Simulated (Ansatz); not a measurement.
G0W0 rungs for Ta2O5 (Pmmn).

```cif
data_structure
_symmetry_space_group_name_H-M 'P 1'
_symmetry_Int_Tables_number 1
_cell_length_a 3.8409
_cell_length_b 13.0373
_cell_length_c 3.8742
_cell_angle_alpha 90.000
_cell_angle_beta 90.000
_cell_angle_gamma 90.000
_cell_volume 194.00
loop_
_atom_site_label
_atom_site_type_symbol
_atom_site_fract_x
_atom_site_fract_y
_atom_site_fract_z
_atom_site_occupancy
Ta1 Ta 0.00000 0.14580 0.02271 1
Ta2 Ta 0.50000 0.35420 0.97729 1
Ta3 Ta 0.50000 0.64580 0.97729 1
Ta4 Ta 0.00000 0.85420 0.02271 1
O5 O 0.50000 0.18523 0.00206 1
O6 O 0.00000 0.31477 0.99794 1
O7 O 0.00000 0.68523 0.99794 1
O8 O 0.50000 0.81477 0.00206 1
O9 O 0.00000 0.85107 0.50765 1
O10 O 0.50000 0.64893 0.49235 1
O11 O 0.50000 0.35107 0.49235 1
O12 O 0.50000 0.50000 0.99500 1
O13 O 0.00000 0.00000 0.00500 1
O14 O 0.00000 0.14893 0.50765 1
```

The cell and positions are those that the Materials Project relaxed with its own functionals (PBE, PBE+U or r2SCAN), kept fixed. Spin-orbit coupling is left out unless a run names it.

Runs so far (Ansatz 0.2.0, start LDA, PAW set soft_1 files, 4×2×4 mesh). Times are wall times on 1 × NVIDIA H100 80GB HBM3 (shared by 6 runs) with 2 threads of AMD EPYC 7R13 (Zen 3), shared host, good to a factor of about two.

```csv
bands summed,cutoff (eV),gap on the mesh (eV),time
211,50,3.789,26 s
496,100,3.643,42 s
865,150,3.692,2.4 min
```

Q: What should the next rung give, with 1493 bands and screening to 220 eV, and where is the limit?

The error falls about as one over the bands when the cutoff rises with them. A line through the two highest rungs given predicts 3.720 eV; the run gave 3.751 eV, a miss of 0.030 eV, so the law fails here: the steps don't follow it yet. The two highest rungs put the limit near 3.831 eV, the pair below near 3.758 eV; neither can be trusted until a further rung is run.

Gaps are over the mesh's points; an edge off the mesh would be missed. Limits: not at the basis limit; no spin-orbit coupling; coarse k mesh.

[Paths, hosts, dates, memory and timing lines, banners, echoed tables and standing remarks are left out of the program output.]

[Logs are printed without paths, hosts, clocks, repeated set-up lines and the standing remarks that a program may print on its own settings, such as how far it seeks lower states.]

[Runs of the session that timed out or met a known fault of the program may be left out.]

[Cells called generated may have been cut or substituted from an entry of the Crystallography Open Database or the Materials Project.]

[Hosts, paths, dates, database ids (printed as entryN), source tags and the programs' standing remarks are cut or masked in the printed files.]
